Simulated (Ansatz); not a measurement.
## LaSb (model cell, started as wurtzite): relaxing the cell for a phonon run

Aim: bring LaSb (model cell, started as wurtzite) to small forces and stress, as phonons need.

Main program and level: Ansatz 0.2.0; DFT PBEsol, scalar-relativistic, plane waves, PAW.

Report form: the programs' logs are mostly left out.

The structure was built from a prototype and need not be the compound's stable phase.

**1. The starting structure**

The structure is hexagonal, space group P6_3mc (No. 186). Conventional cell: a = 5.035 Å, b = 5.035 Å, c = 8.222 Å, α = 90.00°, β = 90.00°, γ = 120.00°. La has 4 Sb at 3.08 Å nearest. Sb has 4 La at 3.08 Å nearest. Farther neighbours are not listed.

**2. A coarse first look**

A quick single point on a coarse mesh tells whether the cell has a gap and how far it is from rest, which sets the k mesh and smearing that follow.

File input.yaml:

```yaml
crystal:
  lattice:
    - [5.03484, 0.0, 0.0]
    - [-2.51742, 4.3603, 0.0]
    - [0.0, 0.0, 8.2219]
  atoms:
    - { symbol: La, position: [0.333333, 0.666667, 0.0] }
    - { symbol: La, position: [0.666667, 0.333333, 0.5] }
    - { symbol: Sb, position: [0.333333, 0.666667, 0.375] }
    - { symbol: Sb, position: [0.666667, 0.333333, 0.875] }
kpoints:
  mp_grid: { grid: [6, 6, 2] }
hamiltonian:
  xc: pbesol
scf:
  occupations: { method: gaussian, width: 0.1 }
output:
  forces: true
  stress: true
  eigenvalues: true
```

Launch:

```console
> ansatz run input.yaml --threads 4 --pin off --max-ram 7168MiB --backend cpu --events-out ev --progress --plain --runs-dir out
```

It took 3 s on 4 threads of Arm Neoverse V1, shared host; peak memory 0.47 GiB.

A gap read on the k-mesh alone can miss the band edges.

Numbers from this step:

```
pressure           : 0.6542 GPa
gap on the k-mesh  : 1.314 eV
volume per atom    : 45.12 Å³
direct gap on mesh : 1.506 eV
```

The coarse mesh shows a gap of 1.31 eV and a pressure of 0.7 GPa.

**3. Relaxation, k-mesh 6×6×4, smearing width 0.02 eV**

The cell and atoms are relaxed, since residual forces and stress would shift the frequencies.

input.yaml, the sections that differ from step 2:

```yaml
kpoints:
  mp_grid: { grid: [6, 6, 4] }
scf:
  occupations: { method: gaussian, width: 0.02 }
relax:
  adjacent_minimum: "off"
  f_tol: 0.005
  max_steps: 80
  cell: { stress_tol: 0.05 }
# crystal, hamiltonian, output: as in step 2
```

It took 54 s on 4 threads; peak memory 0.55 GiB.

Relaxation path:

```
step  energy less that of the first step (eV)  largest force component (eV/Å)  pressure (GPa)  volume (Å³)
   1                                   0.0000                          0.1282            0.64       180.50
   2                                  -0.0704                          0.0796           -0.49       185.38
   3                                  -0.2327                          0.1867           -0.86       183.72
   4                                  -0.4891                          0.3420           -0.94       178.82
   5                                  -0.8409                          0.4564           -0.76       172.43
   6                                  -1.1376                          0.3433            0.36       165.20
   7                                  -0.8873                          0.9536           -0.84       174.87
   8                                  -1.1842                          0.0068            0.13       165.92
   9                                  -1.1843                          0.0001            0.00       166.41
 10*                                  -1.1863                          0.0001            0.04       166.41
  11                                  -1.1864                          0.0000            0.00       166.56
 12*                                  -1.1864                          0.0000            0.00       166.56
```

Relaxation steps marked * repeat the geometry before them on a plane-wave basis chosen anew for their cell, so energy and pressure can jump there. Relaxation step 7 was tried and not accepted.

Forces are held to the 12 operations that the run works with; a distortion that breaks them can't arise in this run.

```
     cell as run  before  after   change
           a (Å)   5.035  5.483   +8.9 %
           b (Å)   5.035  5.483   +8.9 %
           c (Å)   8.222  6.398  -22.2 %
volume (Å³/atom)   45.12  41.64   -7.7 %
```

The atoms that moved most (Å, as changes of fractional coordinates times the final cell):

```
atom     dx     dy      dz  length
 Sb4  0.000  0.000   0.400   0.400
 La1  0.000  0.000  -0.400   0.400
 La2  0.000  0.000  -0.400   0.400
 Sb3  0.000  0.000   0.400   0.400
```

The relaxed structure:

```xyz
4
Lattice="5.4829 0.0000 0.0000 -2.7415 4.7483 0.0000 0.0000 0.0000 6.3975" Properties=species:S:1:pos:R:3 pbc="T T T"
La    0.0000    3.1656   -0.3998
La    2.7415    1.5828    2.7989
Sb    0.0000    3.1656    2.7989
Sb    2.7415    1.5828    5.9977
```

This step gave:

```yaml
pressure: 0.004808 GPa
volume_per_atom: 41.64 Å³
gap_on_the_k_mesh: 0 eV
```

In this step the volume went from 45.12 to 41.64 Å³/atom.

**4. Relaxation, k-mesh 9×9×6, smearing width 0.1 eV**

The relaxation is repeated from its end, on the mesh and smearing that suit the cell and gap now reached.

File input.yaml:

```yaml
crystal:
  lattice:
    - [5.482900614, 0.0, 0.0]
    - [-2.741450307, 4.7483312181, 0.0]
    - [0.0, 0.0, 6.3975102087]
  atoms:
    - { symbol: La, position: [0.3333333333, 0.6666666667, -0.0624994746] }
    - { symbol: La, position: [0.6666666667, 0.3333333333, 0.4375005254] }
    - { symbol: Sb, position: [0.3333333333, 0.6666666667, 0.4374994746] }
    - { symbol: Sb, position: [0.6666666667, 0.3333333333, 0.9374994746] }
kpoints:
  mp_grid: { grid: [9, 9, 6] }
hamiltonian:
  xc: pbesol
scf:
  occupations: { method: gaussian, width: 0.1 }
output:
  forces: true
  stress: true
  eigenvalues: true
  write_density: true
  write_potential: true
  elf: true
  volumetric_format: npy
relax:
  adjacent_minimum: "off"
  f_tol: 0.005
  max_steps: 80
  cell: { stress_tol: 0.05 }
```

It took 11 s on 4 threads; peak memory 0.64 GiB; 41 s of CPU time.

Little changed from the start: no atom moved by 0.005 Å and no cell edge by 0.1 %.

This step gave:

```yaml
pressure: -2.13e-4 GPa
```

ELF in the ac plane at fractional y = 0.333, with atoms of La and Sb within 0.2 Å of it. It is the smooth field of the valence electrons, not physical close to the nuclei.

Ten even steps from '_' (0.00) to '@' (0.82), each cell a mean:
```
::__......==##++::______--**##
::______..==##++::____..==**##
::______..==##**==::::--++##**
..______..--**##**++++**####++
..........::==++**********++--
::::----::......::------::....
--++****==::__..==##%%**--....
==######**::..++@@@@@@@@%%::..
==##%%%%**--::%%@@++--##@@++..
==##%%%%**----%%@@::__**@@**::
==##%%##**::::##@@##**@@@@==..
--**####++::..--%%@@@@@@**....
::==++++--::....--++++==::__..
..::::::....::----====----::::
..______..::++####******##**==
::______..==####++====++**%%**
::______..==##**--....::==####
```
Columns run along a (5.5 Å), rows up along c (6.4 Å). Atoms in or near the plane, at fractional coordinates: La at (0.67, 0.44), Sb at (0.67, 0.94).

Electrostatic potential energy in the ac plane at fractional y = 0.333, with atoms of La and Sb within 0.2 Å of it. With pseudopotentials it is smooth inside the atoms' cores, unlike the true potential.

Ten even steps from '_' (-35 eV) to '@' (11 eV), each cell a mean:
```
@@@@%%@@@@@@@@**--------==##@@
@@@@@@@@@@@@@@**--------==%%@@
@@@@@@@@@@@@@@%%++----==**%%@@
@@@@@@@@@@@@@@@@%%****##%%@@@@
@@@@@@@@@@@@@@@@@@%%%%@@@@@@@@
@@@@@@@@@@@@@@@@%%%%%%%%@@@@@@
@@@@@@@@@@@@@@%%##++++**##%%@@
@@@@@@@@@@@@%%##--____..++%%@@
@@@@@@@@@@@@%%++____..__::##%%
@@@@@@@@@@@@%%==__::++__..**%%
@@@@@@@@@@@@%%**..______--##@@
@@@@@@@@@@@@@@##++::::--**%%@@
@@@@@@@@@@@@@@%%%%######%%@@@@
@@@@@@@@@@@@@@@@@@%%%%@@@@@@@@
@@@@@@@@@@@@@@@@@@%%%%%%@@@@@@
@@@@@@@@@@@@@@%%##++++**%%@@@@
@@@@@@@@@@@@@@##==------++%%@@
```
Columns run along a (5.5 Å; values clipped at the 3rd and 97th percentile), rows up along c (6.4 Å). Atoms in or near the plane, at fractional coordinates: La at (0.67, 0.44), Sb at (0.67, 0.94).

Valence density in the ac plane at fractional y = 0.333, with atoms of La and Sb within 0.2 Å of it. It is the smooth field of the valence electrons, not physical close to the nuclei.

Values in e/Å³, 17 rows by 15 columns, each cell a mean:
```
 0  0  0  0  0  0  0  1  3 13 17  7  1  0  0
 0  0  0  0  0  0  0  1  2  9 12  5  1  0  0
 0  0  0  0  0  0  0  0  1  2  3  1  1  0  0
 0  0  0  0  0  0  0  0  0  1  1  0  0  0  0
 0  0  0  0  0  0  0  0  0  0  0  0  0  0  0
 0  0  0  0  0  0  0  0  0  0  0  0  0  0  0
 0  0  0  0  0  0  0  0  0  1  1  0  0  0  0
 0  0  0  0  0  0  0  0  1  1  2  1  1  0  0
 0  0  0  0  0  0  0  1  1  2  2  2  1  0  0
 0  0  0  0  0  0  0  1  2  1  1  2  1  0  0
 0  0  0  0  0  0  0  1  1  2  2  2  1  0  0
 0  0  0  0  0  0  0  0  1  1  1  1  0  0  0
 0  0  0  0  0  0  0  0  0  0  0  0  0  0  0
 0  0  0  0  0  0  0  0  0  0  0  0  0  0  0
 0  0  0  0  0  0  0  0  0  0  0  0  0  0  0
 0  0  0  0  0  0  0  0  0  1  1  1  0  0  0
 0  0  0  0  0  0  0  0  1  4  5  2  1  0  0
```
Columns run along a (5.5 Å), rows up along c (6.4 Å). Atoms in or near the plane, at fractional coordinates: La at (0.67, 0.44), Sb at (0.67, 0.94).

In this step the volume went from 41.64 to 41.64 Å³/atom.

**5. Relaxing to small forces for the phonons**

Phonons need a cell at rest on their own settings, so the relaxation is repeated with tight tolerances on forces and stress, using the mesh and the filling of the phonon run that follows.

File input.yaml:

```yaml
crystal:
  lattice:
    - [5.482900614, 0.0, 0.0]
    - [-2.741450307, 4.7483312181, 0.0]
    - [0.0, 0.0, 6.3975102087]
  atoms:
    - { symbol: La, position: [0.3333333333, 0.6666666667, -0.0625] }
    - { symbol: La, position: [0.6666666667, 0.3333333333, 0.4375] }
    - { symbol: Sb, position: [0.3333333333, 0.6666666667, 0.4375] }
    - { symbol: Sb, position: [0.6666666667, 0.3333333333, 0.9375] }
kpoints:
  mp_grid: { grid: [10, 10, 6] }
hamiltonian:
  xc: pbesol
scf:
  occupations: { method: methfessel_paxton, width: 0.15 }
output:
  forces: true
  stress: true
  eigenvalues: true
relax:
  adjacent_minimum: "off"
  f_tol: 0.001
  max_steps: 60
  cell: { stress_tol: 0.01 }
```

It took 12 s on 4 threads; peak memory 0.66 GiB; 46 s of CPU time.

Little changed from the start: no atom moved by 0.005 Å and no cell edge by 0.1 %.

This step gave:

| Item | Value |
| --- | --- |
| pressure | 4.63e-4 GPa |

The forces vanish by symmetry and the pressure is 0.000 GPa, within the tolerances set. The cell now holds 41.64 Å³/atom. Within 0.01 Å the structure now has space group P6_3/mmc, not the P6_3mc of the start.

**6. Summary of results**

```yaml
space_group_after_relaxation_within_0p01_a: P6_3/mmc
lattice_constant_a: 5.483 Å
lattice_constant_b: 5.483 Å
lattice_constant_c: 6.398 Å
volume_per_atom: 41.6 Å³
```

In words: The forces vanish by symmetry and the pressure is 0.000 GPa, within the tolerances set. The cell now holds 41.64 Å³/atom. Within 0.01 Å the structure now has space group P6_3/mmc, not the P6_3mc of the start. The relaxation keeps the symmetry of its start, so it says nothing on stability against lower symmetry. The relaxed cell left the space group of the starting entry, even within 0.1 Å, so it may not be the phase that the entry, or a measurement on it, describes. Spin-orbit coupling is left out, which can matter for the heavy elements here. The starting cell was built on a prototype and not taken from a measurement, so the phase need not exist.

[Logs are printed without paths, hosts, clocks, repeated set-up lines and the standing remarks that a program may print on its own settings, such as how far it seeks lower states.]

[Hosts, paths, dates, database ids (printed as entryN), source tags and the programs' standing remarks are cut or masked in the printed files.]
